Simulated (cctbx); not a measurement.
**Diagnosing a refinement**

Cell a = 6.8040 Å, b = 4.2650 Å, c = 7.2110 Å, α = 90.00°, β = 90.00°, γ = 90.00°; space group Pnma (no. 62).

The data are simulated with cctbx, not measured: Cu Kα, λ = 1.54184 Å, to d = 0.8 Å, 95 % of the full sphere, strongest reflection 40000 counts, noise from counting, a 4 % proportional error and a noise floor of 15 counts (s.d.); no absorption.

An anisotropic refinement with weights 1/σ² prints:

```text
Rint 0.037, 244 unique reflections to 0.80 A
cycle     R1     wR2    GooF  max shift (A)
   1  0.0286  0.1208   4.518   0.00566
   2  0.0303  0.1073   4.011   0.00001
final R1 0.0303 wR2 0.1073 GooF 4.011  parameters 18  data/parameter 13.6
atom        x        y        z      Ueq    occ   su(xyz)  su(Uiso or U11)
Yb1    0.99201  0.75000  0.71122   0.0055  1.000  0.00012  0.0006
Ti1    0.18863  0.75000  0.07615   0.0070  1.000  0.00047  0.0015
Ni1    0.79176  0.75000  0.09134   0.0162  1.000  0.00056  0.0016
difference map: max 2.66 min -2.30 rms 0.52
Q1    0.1645  0.7500  0.0356    4    2.72  0.34 A from Ti1
Q2    0.1859  0.7500  0.5270    4    1.96  1.12 A from Ni1
Q3    0.1564  0.2500  0.0508    4    1.75  1.08 A from Ni1
Q4    0.1732  0.2500  0.1736    4    1.47  1.40 A from Yb1
Q5    0.1647  0.7500  0.1345    4    1.45  0.45 A from Ti1
Q6    0.1712  0.7500  0.2984    4    1.34  1.14 A from Ni1
```

**Question.** Can this result stand? If not, what is the likely fault?

Mend it. The fault: elements exchanged: Ni1 is Ti and Ti1 is Ni. Against the right model at the same level, R1 goes from 0.0101 to 0.0303 and GooF from 0.89 to 4.01 and the top difference peak, 2.7 e/Å³, lies on Ti1. Ni1 has 6 electrons too many and its U swells to shed them, as expected; Ti1 has 6 electrons too few and its U shrinks to make up, as expected.

The compound is YbTiNi. The right model at the same level gives:

```text
Rint 0.037, 244 unique reflections to 0.80 A
cycle     R1     wR2    GooF  max shift (A)
   1  0.0115  0.0272   1.018   0.00090
   2  0.0101  0.0238   0.891   0.00000
final R1 0.0101 wR2 0.0238 GooF 0.891  parameters 18  data/parameter 13.6
atom        x        y        z      Ueq    occ   su(xyz)  su(Uiso or U11)
Yb1    0.99195  0.75000  0.71123   0.0057  1.000  0.00003  0.0001
Ni1    0.18837  0.75000  0.07530   0.0093  1.000  0.00010  0.0003
Ti1    0.79233  0.75000  0.09179   0.0129  1.000  0.00012  0.0003
difference map: max 0.62 min -0.97 rms 0.18
Q1    0.1950  0.7500  0.2332    4    0.64  1.14 A from Ni1
Q2    0.0241  0.7500  0.9077    4    0.62  1.43 A from Yb1
Q3    0.1797  0.6235  0.3639    8    0.60  0.99 A from Ti1
Q4    0.1129  0.2500  0.6246    4    0.50  1.40 A from Ni1
Q5    0.0913  0.2500  0.8992    4    0.47  0.79 A from Ti1
Q6    0.0314  0.0763  0.0217    8    0.42  1.63 A from Ti1
```

The model is made up (kin elements in a known structure type, no relaxation), so it says nothing on whether the phase exists.

[Middle refinement cycles are left out of these outputs.]

[Logs are printed without paths, hosts, clocks, repeated set-up lines and the standing remarks that a program may print on its own settings, such as how far it seeks lower states.]
